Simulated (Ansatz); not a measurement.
## Na on Ag(100): change of the work function

How does one ordered layer of Na (hollow site) change the work function of Ag(100), and what dipole does each adsorbate carry?

Main program and level: Ansatz 0.2.0; plane-wave DFT, PBE, Ansatz PAW.

**1. Set-up**

The cell holds 4 atoms: 4 Ag. Its edges and angles: a = 2.892 Å, b = 2.892 Å, c = 24.135 Å, α = 90.0°, β = 90.0°, γ = 90.0°. Vacuum lies along c.

**2. The clean slab**

The bare slab comes first, as the zero from which every change is counted. The two lowest layers are held at bulk places and the upper ones relax. The dipole correction removes the false field that a one-sided slab makes across the periodic vacuum, so each face gets a flat vacuum level of its own.

The input, input.yaml:

```yaml
crystal:
  lattice:
    - [2.8920667351, 0.0, 0.0]
    - [0.0, 2.8920667351, 0.0]
    - [0.0, 0.0, 24.135]
  atoms:
    - { symbol: Ag, position: [0.5, 0.5, 0.3729024239] }
    - { symbol: Ag, position: [0.0, 0.0, 0.4576341413] }
    - { symbol: Ag, position: [0.5, 0.5, 0.5423658587] }
    - { symbol: Ag, position: [0.0, 0.0, 0.6270975761] }
kpoints:
  mp_grid: { grid: [12, 12, 1] }
hamiltonian:
  xc: pbe
scf:
  occupations: { method: fermi_dirac, width: 0.1 }
  convergence: { dr2_threshold: 1.0e-08 }
efield:
  axis: 3
  dipole_correction: true
  ramp_position: 0.97
  ramp_width: 0.06
relax:
  f_tol: 0.02
  max_steps: 60
  constraints: [{ sites: [0, 1] }]
output:
  write_potential: true
  write_density: true
  volumetric_format: npy
```

Command:

```
$ ansatz run input.yaml --threads 4 --pin off --max-ram 6144MiB --backend cpu --events-out ev --progress --plain --runs-dir out
```

The log of the run:

```text
Engine: ansatz 0.2.0, aarch64-unknown-linux-gnu
Pseudopotentials: kind: paw
Pseudopotential: Ag, paw, valence charge 19, recommended cutoff 420 eV (normal), Ag.paw.azcp
Functional definition: PBE
  parameter kappa = 0.804
  parameter beta = 0.066725
  exchange = pbe_x(kappa = kappa, mu = beta*pi^2/3)
  correlation = pbe_c(beta = beta)
Crystal: 4 atoms, lattice volume = 201.866 Å³
Basis set: ecut = 420 eV, 3917 PW (Γ), exchange–correlation on 40×40×324 points (8 copies of the dense FFT grid, shifted against one another)
Bands: 46, of which v1, the nominal top of the filled ones, is band 38 counted from 1 (37 counted from 0)
Symmetry: 8 space group operations
k-points: 28 of 144
Non-local potential: Ag, projectors of the file, l = 0: 3, l = 1: 2, l = 2: 2, l = 3: 1
PAW form: soft (Blöchl's): semilocal exchange-correlation on the pseudo side does not see the compensation charge
PAW one-centre angular grid: Ag, 590 points (default); XC on 64 Gauss nodes
Initial density: superposition of atomic densities (neutral atoms: chi_scale 0, normalization atom), corrected by the library's trained network
Initial wavefunctions: pseudopotential atomic-orbital guess
Functional: x = pbe(κ = 0.804, μ = 0.219515), c = pbe(β = 0.066725)
SCF iter   1: F=—  HF=-30361.340084 eV  |F-HF|=—  |Δ(HF+E_count)|=         —  Δρ=9.03e-4  dr2=2.92e-3  ethr=1.77e-3  p=0.000 e·Å  D=3.51e-13 V/Å  ΔV_dip=-0.00 eV  dr2_dipole=4.42e-9  V_vac-E_F(+/−)=4.19/4.19 eV  ⟨swp⟩=7.9  Hψ=5507  notcnv=0  defer=6
efield: sawtooth ramp at fractional position 0.9700 (set: `efield.ramp_position`, or a place that a band, a saddle search or an elastic batch's reference lends), width 0.0600; the density the first Hamiltonian is built on has a dipole p = 0.000 e·Å; the dipole correction subtracts the counter field D = 3.51e-13 V/Å, which shifts the + side's vacuum level by -0.00 eV against the − side's; the planar-averaged density in the ramp window peaks in size at 4.8e-6 e/Å³
preconditioner: auto → LDOS  [metal: Δε(μ)=0.119 eV  Ē_g=9.007 eV  σ=0.100 eV  W_gap=0.28  n_scr=44 (ndim 8)  ℏωp=17.3 eV  f_vac=0.610  D(μ)=1.07/eV (n_scr^D=6)  β→1.0]
SCF iter   2: F=—  HF=-30361.345092 eV  |F-HF|=—  |Δ(HF+E_count)|=   5.01e-3  Δρ=8.96e-4  dr2=1.74e-3  ethr=3.84e-6  p=-0.000 e·Å  D=-7.65e-6 V/Å  ΔV_dip=0.00 eV  dr2_dipole=1.71e-9  V_vac-E_F(+/−)=4.23/4.23 eV  ⟨swp⟩=3.0  Hψ=3082  notcnv=0  defer=35
SCF iter   3: F=—  HF=-30361.344733 eV  |F-HF|=—  |Δ(HF+E_count)|=   3.60e-4  Δρ=3.66e-4  dr2=2.21e-4  ethr=2.29e-6  p=-0.000 e·Å  D=-3.20e-6 V/Å  ΔV_dip=0.00 eV  dr2_dipole=1.41e-9  V_vac-E_F(+/−)=4.23/4.23 eV  ⟨swp⟩=2.1  Hψ=2096  notcnv=0  defer=35
SCF iter   4: F=—  HF=-30361.344692 eV  |F-HF|=—  |Δ(HF+E_count)|=   4.03e-5  Δρ=5.37e-5  dr2=7.54e-6  ethr=2.91e-7  p=-0.000 e·Å  D=-1.94e-6 V/Å  ΔV_dip=0.00 eV  dr2_dipole=2.66e-10  V_vac-E_F(+/−)=4.23/4.23 eV  ⟨swp⟩=2.1  Hψ=1960  notcnv=0  defer=35
SCF iter   5: F=—  HF=-30361.344706 eV  |F-HF|=—  |Δ(HF+E_count)|=   1.38e-5  Δρ=2.23e-5  dr2=1.20e-6  ethr=9.92e-9  p=-0.000 e·Å  D=-8.37e-7 V/Å  ΔV_dip=0.00 eV  dr2_dipole=2.88e-11  V_vac-E_F(+/−)=4.23/4.23 eV  ⟨swp⟩=2.3  Hψ=2137  notcnv=0  defer=35
SCF iter   6: F=—  HF=-30361.344706 eV  |F-HF|=—  |Δ(HF+E_count)|=   1.67e-7  Δρ=7.89e-6  dr2=1.50e-7  ethr=1.58e-9  p=-0.000 e·Å  D=-2.98e-7 V/Å  ΔV_dip=0.00 eV  dr2_dipole=1.03e-12  V_vac-E_F(+/−)=4.23/4.23 eV  ⟨swp⟩=2.0  Hψ=1850  notcnv=0  defer=35
SCF iter   7: F=-30361.344706 eV  HF=-30361.344706 eV  |F-HF|=1.87e-8  |Δ(HF+E_count)|=   2.77e-8  Δρ=2.32e-6  dr2=9.53e-9  ethr=1.32e-11  p=-0.000 e·Å  D=-1.45e-7 V/Å  ΔV_dip=0.00 eV  dr2_dipole=8.73e-14  V_vac-E_F(+/−)=4.23/4.23 eV  ⟨swp⟩=7.4  Hψ=8701  notcnv=0
SCF 1 converged in 7 iterations: F = -30361.344706 eV  dr2 = 9.53e-9
  greatest PAW one-centre occupation: 1.000 electrons in one spin orbital (limit 2), on the Ag atom at site 1 (counted from 0), in its partial waves of l = 0
relax step   1: F+E_penalty+E_count = -30361.34470629 eV  Δ(F+E_penalty+E_count) = +0.000e0 eV  max|allowed force component| = 1.102e-1 eV/Å  Δτ_max = 0.0000 Å  (7 SCF iters, accepted)
Initial density: handed on by an earlier stage of this run
Initial wavefunctions: those handed on with the density
iter 1 solved again at ethr=3.44e-5 eV; its pass at ethr=3.10e-3 eV (dr2=2.61e-2 eV) is discarded
SCF iter   1: F=—  HF=-30361.358109 eV  |F-HF|=—  |Δ(HF+E_count)|=         —  Δρ=3.49e-3  dr2=2.40e-2  ethr=3.44e-5  p=0.000 e·Å  D=1.12e-7 V/Å  ΔV_dip=-0.00 eV  dr2_dipole=3.97e-5  V_vac-E_F(+/−)=4.24/4.24 eV  ⟨swp⟩=2.0  Hψ=5174  notcnv=0  defer=46
efield: sawtooth ramp at fractional position 0.9700 (set: `efield.ramp_position`, or a place that a band, a saddle search or an elastic batch's reference lends), width 0.0600; the density the first Hamiltonian is built on has a dipole p = 0.000 e·Å; the dipole correction subtracts the counter field D = 1.12e-7 V/Å, which shifts the + side's vacuum level by -0.00 eV against the − side's; the planar-averaged density in the ramp window peaks in size at 6.4e-7 e/Å³
preconditioner: auto → LDOS  [metal: Δε(μ)=0.119 eV  Ē_g=8.924 eV  σ=0.100 eV  W_gap=0.29  n_scr=44 (ndim 8)  ℏωp=17.3 eV  f_vac=0.604  D(μ)=1.17/eV (n_scr^D=6)  β→1.0]
SCF iter   2: F=—  HF=-30361.356349 eV  |F-HF|=—  |Δ(HF+E_count)|=   1.76e-3  Δρ=2.86e-3  dr2=3.09e-2  ethr=3.16e-5  p=0.002 e·Å  D=1.76e-3 V/Å  ΔV_dip=-0.04 eV  dr2_dipole=4.06e-3  V_vac-E_F(+/−)=4.19/4.23 eV  ⟨swp⟩=2.0  Hψ=2336  notcnv=0  defer=46
SCF iter   3: F=—  HF=-30361.350080 eV  |F-HF|=—  |Δ(HF+E_count)|=   6.27e-3  Δρ=5.21e-4  dr2=9.87e-4  ethr=3.16e-5  p=-0.000 e·Å  D=-2.51e-4 V/Å  ΔV_dip=0.01 eV  dr2_dipole=1.99e-4  V_vac-E_F(+/−)=4.24/4.24 eV  ⟨swp⟩=2.0  Hψ=1949  notcnv=0  defer=46
SCF iter   4: F=—  HF=-30361.350182 eV  |F-HF|=—  |Δ(HF+E_count)|=   1.02e-4  Δρ=6.32e-4  dr2=7.38e-4  ethr=1.30e-6  p=-0.000 e·Å  D=-2.97e-4 V/Å  ΔV_dip=0.01 eV  dr2_dipole=1.08e-7  V_vac-E_F(+/−)=4.24/4.24 eV  ⟨swp⟩=2.0  Hψ=2295  notcnv=0  defer=46
SCF iter   5: F=—  HF=-30361.349986 eV  |F-HF|=—  |Δ(HF+E_count)|=   1.95e-4  Δρ=3.60e-5  dr2=2.35e-6  ethr=9.71e-7  p=-0.001 e·Å  D=-5.46e-4 V/Å  ΔV_dip=0.01 eV  dr2_dipole=2.99e-7  V_vac-E_F(+/−)=4.25/4.24 eV  ⟨swp⟩=2.0  Hψ=2232  notcnv=0  defer=46
SCF iter   6: F=—  HF=-30361.350015 eV  |F-HF|=—  |Δ(HF+E_count)|=   2.86e-5  Δρ=1.30e-5  dr2=3.16e-7  ethr=3.10e-9  p=-0.001 e·Å  D=-5.70e-4 V/Å  ΔV_dip=0.01 eV  dr2_dipole=1.51e-8  V_vac-E_F(+/−)=4.25/4.24 eV  ⟨swp⟩=3.0  Hψ=2323  notcnv=0  defer=49
SCF iter   7: F=—  HF=-30361.350015 eV  |F-HF|=—  |Δ(HF+E_count)|=   3.22e-7  Δρ=3.74e-6  dr2=3.72e-8  ethr=4.15e-10  p=-0.001 e·Å  D=-5.79e-4 V/Å  ΔV_dip=0.01 eV  dr2_dipole=1.29e-9  V_vac-E_F(+/−)=4.25/4.24 eV  ⟨swp⟩=2.0  Hψ=1866  notcnv=0  defer=51
SCF iter   8: F=-30361.350015 eV  HF=-30361.350015 eV  |F-HF|=1.02e-8  |Δ(HF+E_count)|=   2.01e-8  Δρ=1.51e-6  dr2=4.03e-9  ethr=1.32e-11  p=-0.001 e·Å  D=-5.85e-4 V/Å  ΔV_dip=0.01 eV  dr2_dipole=9.62e-11  V_vac-E_F(+/−)=4.25/4.24 eV  ⟨swp⟩=9.0  Hψ=8007  notcnv=0
SCF 2 converged in 8 iterations: F = -30361.350015 eV  dr2 = 4.03e-9
relax step   2: F+E_penalty+E_count = -30361.35001537 eV  Δ(F+E_penalty+E_count) = -5.309e-3 eV  max|allowed force component| = 8.596e-2 eV/Å  Δτ_max = 0.1538 Å  (8 SCF iters, accepted)
SCF iter   1: F=—  HF=-30361.354388 eV  |F-HF|=—  |Δ(HF+E_count)|=         —  Δρ=1.45e-3  dr2=4.45e-3  ethr=5.34e-5  p=-0.001 e·Å  D=-5.85e-4 V/Å  ΔV_dip=0.01 eV  dr2_dipole=5.19e-5  V_vac-E_F(+/−)=4.25/4.23 eV  ⟨swp⟩=4.6  Hψ=3474  notcnv=0  defer=50
efield: sawtooth ramp at fractional position 0.9700 (set: `efield.ramp_position`, or a place that a band, a saddle search or an elastic batch's reference lends), width 0.0600; the density the first Hamiltonian is built on has a dipole p = -0.001 e·Å; the dipole correction subtracts the counter field D = -5.85e-4 V/Å, which shifts the + side's vacuum level by +0.01 eV against the − side's; the planar-averaged density in the ramp window peaks in size at 4.0e-7 e/Å³
preconditioner: auto → LDOS  [metal: Δε(μ)=0.130 eV  Ē_g=8.950 eV  σ=0.100 eV  W_gap=0.31  n_scr=44 (ndim 8)  ℏωp=17.3 eV  f_vac=0.606  D(μ)=1.11/eV (n_scr^D=6)  β→1.0]
SCF iter   2: F=—  HF=-30361.354274 eV  |F-HF|=—  |Δ(HF+E_count)|=   1.14e-4  Δρ=1.33e-3  dr2=5.72e-3  ethr=5.85e-6  p=-0.002 e·Å  D=-1.43e-3 V/Å  ΔV_dip=0.03 eV  dr2_dipole=3.82e-4  V_vac-E_F(+/−)=4.27/4.24 eV  ⟨swp⟩=2.3  Hψ=2617  notcnv=0  defer=50
SCF iter   3: F=—  HF=-30361.353009 eV  |F-HF|=—  |Δ(HF+E_count)|=   1.26e-3  Δρ=2.74e-4  dr2=1.68e-4  ethr=5.85e-6  p=-0.001 e·Å  D=-4.82e-4 V/Å  ΔV_dip=0.01 eV  dr2_dipole=1.17e-5  V_vac-E_F(+/−)=4.25/4.23 eV  ⟨swp⟩=2.0  Hψ=2030  notcnv=0  defer=50
SCF iter   4: F=—  HF=-30361.353011 eV  |F-HF|=—  |Δ(HF+E_count)|=   1.58e-6  Δρ=2.42e-4  dr2=1.03e-4  ethr=2.21e-7  p=-0.001 e·Å  D=-5.04e-4 V/Å  ΔV_dip=0.01 eV  dr2_dipole=3.86e-8  V_vac-E_F(+/−)=4.25/4.23 eV  ⟨swp⟩=2.6  Hψ=2285  notcnv=0  defer=50
SCF iter   5: F=—  HF=-30361.352989 eV  |F-HF|=—  |Δ(HF+E_count)|=   2.17e-5  Δρ=8.74e-5  dr2=1.41e-5  ethr=1.35e-7  p=-0.001 e·Å  D=-4.56e-4 V/Å  ΔV_dip=0.01 eV  dr2_dipole=8.83e-9  V_vac-E_F(+/−)=4.24/4.23 eV  ⟨swp⟩=2.0  Hψ=1676  notcnv=0  defer=50
SCF iter   6: F=—  HF=-30361.352999 eV  |F-HF|=—  |Δ(HF+E_count)|=   1.02e-5  Δρ=2.30e-5  dr2=1.02e-6  ethr=1.86e-8  p=-0.000 e·Å  D=-4.19e-4 V/Å  ΔV_dip=0.01 eV  dr2_dipole=2.19e-8  V_vac-E_F(+/−)=4.24/4.23 eV  ⟨swp⟩=2.0  Hψ=2110  notcnv=0  defer=50
SCF iter   7: F=—  HF=-30361.352989 eV  |F-HF|=—  |Δ(HF+E_count)|=   1.01e-5  Δρ=4.56e-6  dr2=5.35e-8  ethr=1.34e-9  p=-0.000 e·Å  D=-4.08e-4 V/Å  ΔV_dip=0.01 eV  dr2_dipole=6.94e-9  V_vac-E_F(+/−)=4.24/4.23 eV  ⟨swp⟩=2.0  Hψ=2053  notcnv=0  defer=50
SCF iter   8: F=-30361.352989 eV  HF=-30361.352989 eV  |F-HF|=3.06e-10  |Δ(HF+E_count)|=   3.55e-9  Δρ=1.26e-6  dr2=3.95e-9  ethr=1.32e-11  p=-0.000 e·Å  D=-4.02e-4 V/Å  ΔV_dip=0.01 eV  dr2_dipole=2.70e-10  V_vac-E_F(+/−)=4.24/4.23 eV  ⟨swp⟩=9.1  Hψ=8152  notcnv=0
SCF 3 converged in 8 iterations: F = -30361.352989 eV  dr2 = 3.95e-9
relax step   3: F+E_penalty+E_count = -30361.35298904 eV  Δ(F+E_penalty+E_count) = -2.974e-3 eV  max|allowed force component| = 6.064e-3 eV/Å  Δτ_max = 0.0609 Å  (8 SCF iters, accepted)
NSCF: frozen V_eff on 28 k-points
the band table was solved once a step of the walk had ended and its energy, with any forces and stress, was formed, with the checks that follow a solve (6827 applications of the Hamiltonian). They found nothing against the state; the energy, forces and stress were not computed again (output.eigenvalues in the input reference)
WARN: The output density's exchange-correlation potential varies sharply where the density is thin. Do not read a vacuum level from v_tot or v_xc, or from such a field of the output density. On a cell that repeats whose density bears no net charge and no dipole along the vacuum's axis use v_es (v_loc + v_h of the components); under efield.dipole_correction with no amplitude use v_es + v_field, which holds any externa [...]
SCF converged after 8 iterations
Free energy (F): -30361.352989 eV
Harris-Foulkes:  -30361.352989 eV  (|F-HF|=3.06e-10)
Internal energy: -30361.314367 eV  (E = F + TS)
E sigma→0 (E₀):  -30361.333678 eV
Entropy (-TS):   -0.038622 eV (-9.655 meV/atom)
Fermi energy:    3.092469 eV
Dipole field:    D = -0.000380 V/Å  (p = -0.000424 e·Å, saw-weighted, corrected)
Work function:   Φ+ = 4.2431 eV   Φ− = 4.2339 eV
Levels:          The Fermi level and band energies are counted from a zero that moves with the ramp; work functions are not
--- Per-component energies (eV) ---
  E_band       = -2008.033151
  E_kinetic    = 2108.706537
  E_local      = -119496.474417  (includes V_loc(G=0)·N_el)
  E_nonlocal   = 321.284068
  E_hartree    = 58822.081403
  E_xc         = -737.592717
  E_vxc        = -936.881144  (∫ρ·V_xc dr)
  E_paw        = -15609.609588  (= ΣΔE_a)
  E_vpaw       = -1648.829281  (= ΣTr[D̂ρ^β])
  E_aug_tail   = 0.001303  (compensation charges beyond the density's cutoff)
  E_efield     = 0.000000  (sawtooth field / dipole correction)
  E_vefield    = 0.001127  (∫n·V_field dr)
  E_ewald      = 44230.289044
  E_smearing   = -0.038622  (= −TS)
  E_closure    = -0.000000  (closes the sum)
  Σ components = -30361.352989   (vs F -30361.352989, Δ=0.00e0)
--- Forces (eV/Å), atoms counted from 1 ---
  atom   1  Ag    -0.00000000     0.00000000    -0.09067581
  atom   2  Ag    -0.00000000     0.00000000     0.08068784
  atom   3  Ag     0.00000000     0.00000000     0.00606429
  atom   4  Ag    -0.00000000     0.00000000     0.00391756
  max |Σ_I F_I| component: 6.12e-6 eV/Å
--- Band table (eV; the first three rows and the last of 28) ---
  k-point 0: bands = [... 34 lower, 0.0459, 0.1262, 0.1943, 0.1943, 0.4083, 2.8425, 4.3409, 7.1872, ... 4 higher]
  k-point 1: bands = [... 34 lower, -0.0926, -0.0274, 0.0815, 0.2166, 0.7221, 3.0451, 4.6143, 7.3181, ... 4 higher]
  k-point 2: bands = [... 34 lower, -0.1400, -0.1245, 0.0515, 0.2137, 1.2303, 3.5782, 5.3249, 7.6855, ... 4 higher]
  k-point 27: bands = [... 34 lower, 0.5700, 0.5876, 5.5749, 5.5749, 7.4400, 7.4400, 9.8432, 9.8432, ... 4 higher]
--- Relaxed structure (3 steps of the walk, 3 accepted, 0 SCFs on fresh bases) ---
  F+E_penalty+E_count = -30361.35298904 eV   max|allowed force component| = 6.064e-3 eV/Å
  atoms:
    - { symbol: Ag, position: [0.5, 0.5, 0.3729024239] }
    - { symbol: Ag, position: [0.0, 0.0, 0.4576341413] }
    - { symbol: Ag, position: [0.5, 0.5, 0.544976] }
    - { symbol: Ag, position: [0, 0.0, 0.630949] }
```

The job ended after 17 s (4 threads of Arm Neoverse V2, shared host; peak memory 0.56 GiB).

The column dr2 measures how far the density is from self-consistency, as an energy; F and HF (Harris–Foulkes) agree once it is small.

Relaxation path:

| step | energy less that of the first step (eV) | largest force component (eV/Å) |
| --- | --- | --- |
| 1 | 0.0000 | 0.1102 |
| 2 | -0.0053 | 0.0860 |
| 3 | -0.0083 | 0.0061 |

The run keeps the 8 symmetry operations that the program found, so distortions that break them were not tested.

The atoms that moved most (Å):

| atom | dx | dy | dz | length |
| --- | --- | --- | --- | --- |
| Ag4 | 0.000 | 0.000 | 0.093 | 0.093 |
| Ag3 | 0.000 | 0.000 | 0.063 | 0.063 |

Final coordinates:

```xyz
4
Lattice="2.8921 0.0000 0.0000 0.0000 2.8921 0.0000 0.0000 0.0000 24.1350" Properties=species:S:1:pos:R:3
Ag    1.4460    1.4460    9.0000
Ag    0.0000    0.0000   11.0450
Ag    1.4460    1.4460   13.1530
Ag    0.0000    0.0000   15.2279
```

Numbers from this step:

| Item | Value |
| --- | --- |
| energy at zero smearing | -30361.3337 eV |
| work function, upper face | 4.243 eV |
| dipole along the normal | -4.24e-4 e·Å |

Running mean over 2.045 Å of the planar mean; the ramp of the sawtooth is left out. Electron's electrostatic potential energy less the Fermi level against z:

| z (Å) | electron's electrostatic potential energy less the Fermi level (eV) |
| --- | --- |
| 3.0 | 4.23 |
| 3.5 | 4.23 |
| 4.0 | 4.23 |
| 4.5 | 4.23 |
| 5.0 | 4.23 |
| 5.5 | 4.22 |
| 6.0 | 4.18 |
| 6.5 | 4.06 |
| 7.0 | 3.63 |
| 7.5 | 1.94 |
| 8.0 | -1.25 |
| 8.5 | -4.31 |
| 9.0 | -5.66 |
| 9.5 | -5.92 |
| 10.0 | -5.98 |
| 10.5 | -6.01 |
| 11.0 | -5.98 |
| 11.5 | -5.77 |
| 12.0 | -5.59 |
| 12.5 | -5.67 |
| 13.0 | -5.89 |
| 13.5 | -5.90 |
| 14.0 | -5.79 |
| 14.5 | -5.77 |
| 15.0 | -5.75 |
| 15.5 | -5.14 |
| 16.0 | -2.77 |
| 16.5 | 0.614 |
| 17.0 | 3.10 |
| 17.5 | 3.94 |
| 18.0 | 4.16 |
| 18.5 | 4.22 |
| 19.0 | 4.24 |
| 19.5 | 4.24 |
| 20.0 | 4.24 |
| 20.5 | 4.24 |
| 21.0 | 4.24 |

The relaxation took 3 steps and lowered the energy by 0.0083 eV; the largest force on the free atoms ends at 0.0061 eV/Å.

The work function of the upper face is 4.24 eV.

(Continued in part 2 of 2.)

[Long decimals in the printed logs are rounded to 6 places.]

[Logs are printed without paths, hosts, clocks, repeated set-up lines and the standing remarks that a program may print on its own settings, such as how far it seeks lower states.]

[Hosts, paths, dates, database ids (printed as entryN), source tags and the programs' standing remarks are cut or masked in the printed files.]

[Maps of the electrostatic potential energy from Ansatz leave out the sawtooth potential of an applied field or a dipole correction, so their vacuum need not be flat; planar profiles and work functions include it.]
